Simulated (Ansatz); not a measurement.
# BeCd (hypothetical, Pm-3m): a volume series of phonon spectra, part 2 of 3

Wanted: mode Grüneisen parameters of BeCd (hypothetical) and a free-energy fit over volumes. The crystal structure is hypothetical: it was made by swapping elements on a known structure type.

Ansatz 0.2.0; DFT PBE, scalar-relativistic, plane waves, PAW.

So far. Step 5 (Relaxing to small residual forces and stress): The residual pressure is -0.0018 GPa, small enough for phonons. Step 6 (Other settings for the ground state …): The run ends at a pressure of -0.29 GPa.

## Step 7: Phonons, V/V0 1

Phonons at this volume give one point of F(V, T); meshes stay fixed along the series.

This step: DFT PBE, scalar-relativistic, plane waves, PAW (Ansatz 0.2.0).

input.yaml reads:

```yaml
crystal:
  lattice:
    - [3.1073878342, 0.0, 0.0]
    - [0.0, 3.1073878342, 0.0]
    - [0.0, 0.0, 3.1073878342]
  atoms:
    - { symbol: Be, position: [0.0, 0.0, 0.0] }
    - { symbol: Cd, position: [0.5, 0.5, 0.5] }
kpoints:
  mp_grid: { grid: [16, 16, 16] }
hamiltonian:
  xc: pbe
scf:
  occupations: { method: methfessel_paxton, width: 0.2 }
output:
  eigenvalues: true
phonons:
  method: dfpt
  qmesh: [4, 4, 4]
  temperatures: { t_max: 1000, t_step: 50 }
  qpath:
    path:
      - [[0.0, 0.0, 0.0], [0.0, 0.5, 0.0], [0.5, 0.5, 0.0], [0.0, 0.0, 0.0], [0.5, 0.5, 0.5], [0.0, 0.5, 0.0]]
      - [[0.5, 0.5, 0.5], [0.5, 0.5, 0.0]]
    npoints: 10
```

Launch:

```console
$ ansatz run input.yaml --threads 4 --pin off --max-ram 8192MiB --backend cpu --events-out ev --progress --plain --runs-dir out
```

Numbers of over 12 decimals in the logs are rounded to 6 here.

The program printed:

```text
[...]
Crystal: 2 atoms, lattice volume = 30.004 Å³
Basis set: ecut = 420 eV, 587 PW (Γ), exchange–correlation on 48×48×48 points (8 copies of the dense FFT grid, shifted against one another)
Bands: 15, of which v1, the nominal top of the filled ones, is band 11 counted from 1 (10 counted from 0)
Symmetry: 48 space group operations
k-points: 165 of 4096
[...]
SCF iter   1: F=—  HF=-8346.153199 eV  |F-HF|=—  |Δ(HF+E_count)|=         —  Δρ=1.44e-3  dr2=8.10e-4  ethr=1.77e-3  ⟨swp⟩=5.0  Hψ=12195  notcnv=0
[...]
SCF iter   8: F=-8346.153173 eV  HF=-8346.153173 eV  |F-HF|=3.64e-12  |Δ(HF+E_count)|=  3.60e-10  S|Δr|=    0.00e0  Δρ=1.58e-7  dr2=4.96e-12  ethr=1.00e-12  ⟨swp⟩=4.1  Hψ=11056  notcnv=0
SCF 1 converged in 8 iterations: F = -8346.153173 eV  dr2 = 4.96e-12
[...]
SCF iter   1: F=—  HF=-8346.153173 eV  |F-HF|=—  |Δ(HF+E_count)|=         —  Δρ=2.12e-7  dr2=7.76e-12  ethr=8.46e-9  ⟨swp⟩=3.1  Hψ=19049  notcnv=0
eigensolver tolerance schedule: the retry pair's looser diagonalisation over-reported the residual by 239739.86 of it (diagonalisation noise at 1.89 of the residual, at the tolerance the schedule requests for it); recorded, not acted on — ethr = c·dr2/N_el stays at c = 1.0e-1
[...]
SCF iter   2: F=-8346.153173 eV  HF=-8346.153173 eV  |F-HF|=3.64e-12  |Δ(HF+E_count)|=  6.71e-10  S|Δr|=    0.00e0  Δρ=8.27e-8  dr2=2.08e-12  ethr=1.00e-12  ⟨swp⟩=4.8  Hψ=9006  notcnv=0
SCF 2 converged in 2 iterations: F = -8346.153173 eV  dr2 = 2.08e-12
phonons: the bands overlap, so this run is a metal and interpolates without the dipole-dipole term. If the crystal is really an insulator or semiconductor, its LO-TO splitting is missing
NSCF: frozen V_eff on 165 k-points
[...]
DFPT response loops at q = (0, 0, 0) (fractional): preconditioner auto → Kerker (q_TF=auto, 2.591 Å⁻¹) (partly filled bands, converged f_vac=0.000); β = 1.00, the filter's whole step (`scf.mixing.beta` (0.50) is not read by the response loops under this deck's `scf.mixing.preconditioner`; to damp them name `kerker` or `kerker_dos`, under which they read `scf.mixing.beta`, and type it under 1.00, their step now; both keys bind the ground state too); Broyden in place of MSR1
[...]
SCF converged after 8 iterations
[...]
Free energy (F): -8346.153173 eV
[...]
Internal energy: -8346.151951 eV  (E = F + TS)
E sigma→0 (E₀):  -8346.152867 eV
Entropy (-TS):   -0.001221 eV (-0.611 meV/atom)
Fermi energy:    13.498692 eV
[...]
--- Band table (eV; the first three rows and the last of 165) ---
  k-point 0: bands = [... 7 lower, 4.2301, 4.2301, 4.2301, 16.0276, 16.0276, 16.0276, 21.9887, 21.9887]
  k-point 1: bands = [... 7 lower, 4.2135, 4.2135, 4.2315, 15.6053, 16.1054, 16.1054, 22.0012, 22.1157]
  k-point 2: bands = [... 7 lower, 4.1670, 4.1670, 4.2356, 14.6063, 16.3352, 16.3352, 22.0380, 22.1539]
  k-point 164: bands = [... 7 lower, 4.6325, 4.6325, 14.8966, 14.8966, 14.8966, 15.0924, 15.0924, 15.0924]
--- Phonons (Γ-DFPT): 2 representative perturbations + reference (Σ response iterations 7) ---
  ASR residual: 3.575e-5 → 0.000e0 eV/Å²; symmetrization residual: 4.990e-7 eV/Å²
  ASR residual per site (eV/Å²): 3.57e-5 1.15e-5
  Γ frequencies (cm⁻¹): 0.00 0.00 0.00 262.68 262.68 262.68
--- Phonons (arbitrary-q DFPT): 10 irreducible q on the 4×4×4 mesh ---
  q = [0.0000, 0.0000, 0.0000] (star 1, of the zone-centre solve; hermiticity 4.71e-7, symmetrization 1.95e-11): -0.00 0.00 0.00 262.68 262.68 262.68
  q = [0.0000, 0.0000, 0.2500] (star 6, 4 solved perturbations in 4032 linear systems a pass and spin channel, the states on 1296 of 4096 k-point pairs; hermiticity 2.29e-7, symmetrization 1.90e-12): 45.46 45.46 82.13 250.44 250.44 252.11
[...]
q = [0.0000, 0.2500, -0.5000] (star 12, 6 solved perturbations on 1296 of 4096 k-point pairs; hermiticity 9.65e-8, symmetrization 6.09e-14): 16.53 72.59 87.54 228.92 264.16 297.71
[...]
sum rule: each row above includes the acoustic sum rule's correction from the zone centre's row sums; it moved no ω² by more than (1.04 cm⁻¹)²
  mesh force constants: q→R imaginary residual 3.99e-18; ASR residual 3.575e-5 → 0.000e0 eV/Å²; symmetrization residual 1.332e-15 eV/Å²
  interpolated dispersion: 62 rows × 6 modes
  density of states and harmonic sums: on the 20×20×20 q-mesh, interpolated from the force constants of a 4×4×4 supercell (no non-analytic term)
  largest difference from the sums on the solved wave vectors: F 9.94e-3 eV, S 1.37e-5 and C_V 3.74e-6 eV/K
  zero-point energy: 0.054781 eV/cell   skipped modes (ω ≤ 0): 291, of them read as no rigid motion or as one in doubt: 288 (9.963e-1 modes/cell left out, lowest -137.97 cm⁻¹)   left out of the sums: 1.66e-1 of the cell's modes: C_V's classical limit lies that fraction below 3 k_B per atom; for a crystal, a wire or a layer, F and S can be off by more, and a phonons.interpolated_qmesh denser along its periods is the remedy for the sampling
```

Run time: 6.6 min. Hardware: 4 threads of Arm Neoverse V1, shared host; peak memory 2.4 GiB.

Numbers from this step:

```
Γ frequencies                : 0, 0, 0, 262.7, 262.7, 262.7 cm⁻¹ (negative: imaginary)
lowest frequency on the path : -138.0 cm⁻¹
point group                  : m-3m
highest frequency            : 325.9 cm⁻¹
```

No LO-TO term. The phonon branches at the labelled points (cm⁻¹):

```
    point  branch 1  branch 2  branch 3  branch 4  branch 5  branch 6
        Γ         0         0         0       263       263       263
  halfway        46        46        82       250       250       252
        X        61        61       137       239       239       261
  halfway        16        73        88       229       264       298
        M      -138      -138        73       240       240       326
  halfway       -57        66       109       250       253       280
        Γ         0         0         0       263       263       263
  halfway       -42       -42       100       217       217       298
        R        34        34        34       112       112       112
  halfway       -77        90        91       158       201       302
        X        61        61       137       239       239       261
jump to R        34        34        34       112       112       112
  halfway      -120      -120       100       198       198       256
        M      -138      -138        73       240       240       326
```

The phonon branches as a text plot (rows in cm⁻¹):

```
    316 |           *******                          *         **
    297 |                  **          ****         * *       *
    278 |         **         *       **            *   *
    258 |*************    ***********      *            **   *
    239 |    ******* ********        ***          *    ***     **
    220 |           *                   *   *        **     * *
    200 |                                **        ***       *
    181 |                                        **        **
    162 |                                  * *   *  *      *
    142 |      ***                          *   *       **
    123 |     *   *                          *  *  *  **  *
    104 |    *     *       ****        **     ****** *    ****
     84 |   *             *    *     **  **         ***       **
     65 |     ***************** *   *      *     ***   ****     *
     46 |  ***      *          *   *        *   **    *
     26 | **                    **           ***
      7 |*                       **          *
    -12 |                        * ****
    -32 |                      **      *             *    *
    -51 |                    **         *****   *
    -70 |           **   * **                       *
    -90 |                 *                      ***       *
   -109 |            **  *                                  *
   -128 |             ***                                    ****
         Γ      X      M          Γ            R        X|R     M
```

Tetrahedra on 20 20 20, mean over bins of 5 cm⁻¹. Phonon density of states against wavenumber; read off at these points:

| wavenumber (cm⁻¹) | phonon density of states (1/cm⁻¹/cell) |
| --- | --- |
| -138 | 2.7e-4 |
| -122 | 0.00519 |
| -108 | 0.00824 |
| -98 | 0.0108 |
| -88 | 0.0102 |
| -72 | 0.00879 |
| -58 | 0.00824 |
| -42 | 0.00835 |
| -28 | 0.00695 |
| -8 | 0.00458 |
| 8 | 0.00467 |
| 22 | 0.00624 |
| 38 | 0.00941 |
| 52 | 0.0170 |
| 62 | 0.0324 |
| 72 | 0.0296 |
| 88 | 0.0233 |
| 102 | 0.0271 |
| 118 | 0.00799 |
| 138 | 0.00231 |
| 152 | 0.00321 |
| 168 | 0.00485 |
| 182 | 0.00681 |
| 198 | 0.0102 |
| 218 | 0.0177 |
| 232 | 0.0326 |
| 248 | 0.0509 |
| 252 | 0.0541 |
| 262 | 0.0165 |
| 278 | 0.0105 |
| 298 | 0.0206 |
| 308 | 0.0232 |
| 312 | 0.0114 |
| 328 | 8.0e-5 |

The modes has structure finer than the step of the table below, so its rows give means over 10 cm⁻¹, whole bins alone (the curve runs from -146 to 345 cm⁻¹). Peaks (cm⁻¹: height): Be 249.4: 0.047, 305.0: 0.0218; Cd -84.2: 0.00893, -50.2: 0.0078, 73.3: 0.0302, 104.2: 0.0270, 234.0: 0.00686.

Phonopy on the run's constants, 19x19x19 mesh, Gaussian sigma 3.5 cm⁻¹. The modes by wavenumber; means over each step; values in 1/cm⁻¹/cell:

| wavenumber (cm⁻¹) | Be | Cd |
| --- | --- | --- |
| -140 | 3.3e-4 | 4.2e-4 |
| -130 | 0.00156 | 0.00194 |
| -120 | 0.00241 | 0.00299 |
| -110 | 0.00394 | 0.00504 |
| -100 | 0.00393 | 0.00468 |
| -90 | 0.00447 | 0.00636 |
| -80 | 0.00431 | 0.00686 |
| -70 | 0.00239 | 0.00460 |
| -60 | 0.00309 | 0.00710 |
| -50 | 0.00299 | 0.00729 |
| -40 | 0.00154 | 0.00586 |
| -30 | 0.00146 | 0.00573 |
| -20 | 0.00117 | 0.00429 |
| -10 | 2.7e-4 | 0.00121 |
| 0 | 4.6e-5 | 3.3e-4 |
| 10 | 5.0e-4 | 0.00275 |
| 20 | 0.00119 | 0.00595 |
| 30 | 0.00121 | 0.00544 |
| 40 | 0.00172 | 0.0109 |
| 50 | 0.00203 | 0.0152 |
| 60 | 0.00170 | 0.0241 |
| 70 | 9.3e-4 | 0.0286 |
| 80 | 0.00123 | 0.0221 |
| 90 | 0.00121 | 0.0210 |
| 100 | 0.00101 | 0.0229 |
| 110 | 8.5e-4 | 0.0196 |
| 120 | 8.9e-4 | 0.00746 |
| 130 | 8.4e-4 | 0.00341 |
| 140 | 0.00127 | 0.00153 |
| 150 | 0.00195 | 0.00117 |
| 160 | 0.00243 | 0.00169 |
| 170 | 0.00258 | 0.00160 |
| 180 | 0.00519 | 0.00271 |
| 190 | 0.00472 | 0.00262 |
| 200 | 0.00777 | 0.00354 |
| 210 | 0.0107 | 0.00417 |
| 220 | 0.0145 | 0.00478 |
| 230 | 0.0235 | 0.00610 |
| 240 | 0.0324 | 0.00577 |
| 250 | 0.0432 | 0.00522 |
| 260 | 0.0238 | 0.00196 |
| 270 | 0.0106 | 4.6e-4 |
| 280 | 0.0105 | 3.7e-4 |
| 290 | 0.0136 | 5.4e-4 |
| 300 | 0.0197 | 8.3e-4 |
| 310 | 0.0164 | 6.0e-4 |
| 320 | 0.00552 | 6.9e-5 |
| 330 | 6.5e-4 | 8.5e-7 |
| 340 | 2.3e-6 | 0 |

No LO-TO term. Modes at Γ, with each element's share of the kinetic energy:

```
mode  frequency (cm⁻¹)  symmetry  Be %  Cd %
   1               0.0       T1u     7    93
   2               0.0       T1u     7    93
   3               0.0       T1u     7    93
   4             262.7       T1u    93     7
   5             262.7       T1u    93     7
   6             262.7       T1u    93     7
```

Displacements in mode 5 (262.7 cm⁻¹), the largest set to 1:
```
Be1  0.00  0.00  1.00
Cd2  0.00  0.00 -0.08
```

The lowest solved frequency is -138 cm⁻¹, so the cell is unstable here and gives no valid free energy.

## Step 8: Single point at a scaled cell, V/V0 1.015

Symmetry fixes every atom, so a single point at the scaled cell gives the energy and pressure of this member.

The cell differs from the one that the last finished run ended in (a 3.107 → 3.123 Å, b 3.107 → 3.123 Å, c 3.107 → 3.123 Å).

input.yaml, the sections that differ from step 7:

```yaml
crystal:
  lattice:
    - [3.1228477297, 0.0, 0.0]
    - [0.0, 3.1228477297, 0.0]
    - [0.0, 0.0, 3.1228477297]
  atoms:
    - { symbol: Be, position: [0.0, 0.0, 0.0] }
    - { symbol: Cd, position: [0.5, 0.5, 0.5] }
output:
  forces: true
  stress: true
  eigenvalues: true
# kpoints, hamiltonian, scf: as in step 7
# phonons: removed
```

The program printed:

```text
[...]
Crystal: 2 atoms, lattice volume = 30.455 Å³
Basis set: ecut = 420 eV, 619 PW (Γ), exchange–correlation on 48×48×48 points (8 copies of the dense FFT grid, shifted against one another)
Bands: 15, of which v1, the nominal top of the filled ones, is band 11 counted from 1 (10 counted from 0)
Symmetry: 48 space group operations
[...]
k-points: 165 of 4096
[...]
SCF iter   1: F=—  HF=-8346.151731 eV  |F-HF|=—  |Δ(HF+E_count)|=         —  Δρ=1.42e-3  dr2=8.41e-4  ethr=1.77e-3  ⟨swp⟩=5.0  Hψ=12183  notcnv=0
[...]
SCF iter   6: F=-8346.151663 eV  HF=-8346.151663 eV  |F-HF|=6.44e-8  |Δ(HF+E_count)|=   2.83e-7  S|Δr|=    0.00e0  Δρ=1.19e-5  dr2=8.91e-8  ethr=4.55e-10  ⟨swp⟩=2.9  Hψ=7985  notcnv=0
SCF 1 converged in 6 iterations: F = -8346.151663 eV  dr2 = 8.91e-8
[...]
SCF converged after 6 iterations
[...]
Free energy (F): -8346.151663 eV
[...]
Internal energy: -8346.150568 eV  (E = F + TS)
E sigma→0 (E₀):  -8346.151389 eV
Entropy (-TS):   -0.001094 eV (-0.547 meV/atom)
Fermi energy:    13.228981 eV
[...]
--- Stress (GPa, compression-positive) ---
       -1.063657       0.000000       0.000000
        0.000000      -1.063657       0.000000
       -0.000000       0.000000      -1.063657
  P = ⅓ Tr σ = -1.0637 GPa (-10.637 kbar)
--- Band table (eV; the first three rows and the last of 165) ---
  k-point 0: bands = [... 7 lower, 4.0127, 4.0127, 4.0127, 15.7678, 15.7678, 15.7678, 21.6734, 21.6734]
  k-point 1: bands = [... 7 lower, 3.9967, 3.9967, 4.0140, 15.3468, 15.8444, 15.8444, 21.6870, 21.7224]
  k-point 2: bands = [... 7 lower, 3.9518, 3.9518, 4.0180, 14.3524, 16.0704, 16.0704, 21.7273, 21.7537]
  k-point 164: bands = [... 7 lower, 4.4034, 4.4034, 14.6268, 14.6268, 14.6268, 14.8449, 14.8449, 14.8449]
```

Run time: 1.1 s. Hardware: 4 threads; peak memory 0.36 GiB; 3.7 s of CPU time.

Numbers from this step:

* pressure: -1.064 GPa
* volume per atom: 15.23 Å³

The run ends at a pressure of -1.06 GPa.

## Step 9: Lattice dynamics at this volume, V/V0 1.015

The same q-mesh and k-mesh are kept at every volume, so that much of their error can cancel in the differences.

input.yaml, the sections that differ from step 8:

```yaml
output:
  eigenvalues: true
phonons:
  method: dfpt
  qmesh: [4, 4, 4]
  temperatures: { t_max: 1000, t_step: 50 }
  qpath:
    path:
      - [[0.0, 0.0, 0.0], [0.0, 0.5, 0.0], [0.5, 0.5, 0.0], [0.0, 0.0, 0.0], [0.5, 0.5, 0.5], [0.0, 0.5, 0.0]]
      - [[0.5, 0.5, 0.5], [0.5, 0.5, 0.0]]
    npoints: 10
# crystal, kpoints, hamiltonian, scf: as in step 8
```

The program printed:

```text
[...]
Crystal: 2 atoms, lattice volume = 30.455 Å³
Basis set: ecut = 420 eV, 619 PW (Γ), exchange–correlation on 48×48×48 points (8 copies of the dense FFT grid, shifted against one another)
Bands: 15, of which v1, the nominal top of the filled ones, is band 11 counted from 1 (10 counted from 0)
Symmetry: 48 space group operations
k-points: 165 of 4096
[...]
k-point 164: bands = [... 7 lower, 4.4031, 4.4031, 14.6269, 14.6269, 14.6269, 14.8448, 14.8448, 14.8448]
[...]
ASR residual: 1.821e-5 → 0.000e0 eV/Å²; symmetrization residual: 6.960e-7 eV/Å²
  ASR residual per site (eV/Å²): 1.82e-5 7.76e-6
  Γ frequencies (cm⁻¹): 0.00 0.00 0.00 252.89 252.89 252.89
--- Phonons (arbitrary-q DFPT): 10 irreducible q on the 4×4×4 mesh ---
[...]
interpolated dispersion: 62 rows × 6 modes
[...]
[key lines of the parts left out:]
SCF converged after 8 iterations
Free energy (F): -8346.151663 eV
Fermi energy:    13.228997 eV
```

Wall time 6.6 min (4 threads); peak memory 2.4 GiB.

The lowest solved frequency is -136 cm⁻¹, so the cell is unstable here and gives no valid free energy. The highest zone-centre mode (no LO–TO term) moved by -3.7 % for a volume change of +1.5 %.

## Step 10: A cell at another volume, V/V0 0.985

Symmetry fixes every atom, so a single point at the scaled cell gives the energy and pressure of this member.

The cell differs from the one that the last finished run ended in (a 3.123 → 3.092 Å, b 3.123 → 3.092 Å, c 3.123 → 3.092 Å).

input.yaml, the sections that differ from step 9:

```yaml
crystal:
  lattice:
    - [3.0917725565, 0.0, 0.0]
    - [0.0, 3.0917725565, 0.0]
    - [0.0, 0.0, 3.0917725565]
  atoms:
    - { symbol: Be, position: [0.0, 0.0, 0.0] }
    - { symbol: Cd, position: [0.5, 0.5, 0.5] }
output:
  forces: true
  stress: true
  eigenvalues: true
# kpoints, hamiltonian, scf: as in step 9
# phonons: removed
```

The program printed:

```text
[...]
Crystal: 2 atoms, lattice volume = 29.554 Å³
Basis set: ecut = 420 eV, 587 PW (Γ), exchange–correlation on 48×48×48 points (8 copies of the dense FFT grid, shifted against one another)
Bands: 15, of which v1, the nominal top of the filled ones, is band 11 counted from 1 (10 counted from 0)
Symmetry: 48 space group operations
[...]
k-points: 165 of 4096
[...]
--- Band table (eV; the first three rows and the last of 165) ---
  k-point 0: bands = [... 7 lower, 4.4537, 4.4537, 4.4537, 16.2947, 16.2947, 16.2947, 22.3133, 22.3133]
  k-point 1: bands = [... 7 lower, 4.4365, 4.4365, 4.4552, 15.8711, 16.3739, 16.3739, 22.3246, 22.5042]
  k-point 2: bands = [... 7 lower, 4.3883, 4.3883, 4.4594, 14.8676, 16.6075, 16.6075, 22.3578, 22.5629]
  k-point 164: bands = [... 7 lower, 4.8683, 4.8683, 15.1751, 15.1751, 15.1751, 15.3476, 15.3476, 15.3476]
[key lines of the parts left out:]
SCF converged after 7 iterations
Free energy (F): -8346.151582 eV
Fermi energy:    13.775458 eV
P = ⅓ Tr σ = 1.1469 GPa (11.469 kbar)
```

Elapsed: 1.1 s, on 4 threads; peak memory 0.36 GiB.

The run ends at a pressure of 1.15 GPa.

## Step 11: Phonons, V/V0 0.985

The same q-mesh and k-mesh are kept at every volume, so that much of their error can cancel in the differences.

input.yaml, the sections that differ from step 10:

```yaml
output:
  eigenvalues: true
phonons:
  method: dfpt
  qmesh: [4, 4, 4]
  temperatures: { t_max: 1000, t_step: 50 }
  qpath:
    path:
      - [[0.0, 0.0, 0.0], [0.0, 0.5, 0.0], [0.5, 0.5, 0.0], [0.0, 0.0, 0.0], [0.5, 0.5, 0.5], [0.0, 0.5, 0.0]]
      - [[0.5, 0.5, 0.5], [0.5, 0.5, 0.0]]
    npoints: 10
# crystal, kpoints, hamiltonian, scf: as in step 10
```

The program printed:

```text
[...]
Crystal: 2 atoms, lattice volume = 29.554 Å³
Basis set: ecut = 420 eV, 587 PW (Γ), exchange–correlation on 48×48×48 points (8 copies of the dense FFT grid, shifted against one another)
Bands: 15, of which v1, the nominal top of the filled ones, is band 11 counted from 1 (10 counted from 0)
Symmetry: 48 space group operations
k-points: 165 of 4096
[...]
k-point 164: bands = [... 7 lower, 4.8683, 4.8683, 15.1751, 15.1751, 15.1751, 15.3476, 15.3476, 15.3476]
[...]
ASR residual: 4.582e-5 → 0.000e0 eV/Å²; symmetrization residual: 6.193e-7 eV/Å²
  ASR residual per site (eV/Å²): 4.58e-5 1.27e-5
  Γ frequencies (cm⁻¹): 0.00 0.00 0.00 272.72 272.72 272.72
--- Phonons (arbitrary-q DFPT): 10 irreducible q on the 4×4×4 mesh ---
[...]
interpolated dispersion: 62 rows × 6 modes
[...]
[key lines of the parts left out:]
SCF converged after 8 iterations
Free energy (F): -8346.151582 eV
Fermi energy:    13.775460 eV
```

Elapsed: 6.5 min, on 4 threads; peak memory 2.4 GiB; 25 min of CPU time.

The lowest solved frequency is -140 cm⁻¹, so the cell is unstable here and gives no valid free energy. The highest zone-centre mode (no LO–TO term) moved by +3.8 % for a volume change of -1.5 %.

(Continued in part 3 of 3.)

[Logs are printed without paths, hosts, clocks, repeated set-up lines and the standing remarks that a program may print on its own settings, such as how far it seeks lower states.]

[Hosts, paths, dates, database ids (printed as entryN), source tags and the programs' standing remarks are cut or masked in the printed files.]

[A step with changed settings may run another functional than the one named; its input shows which.]


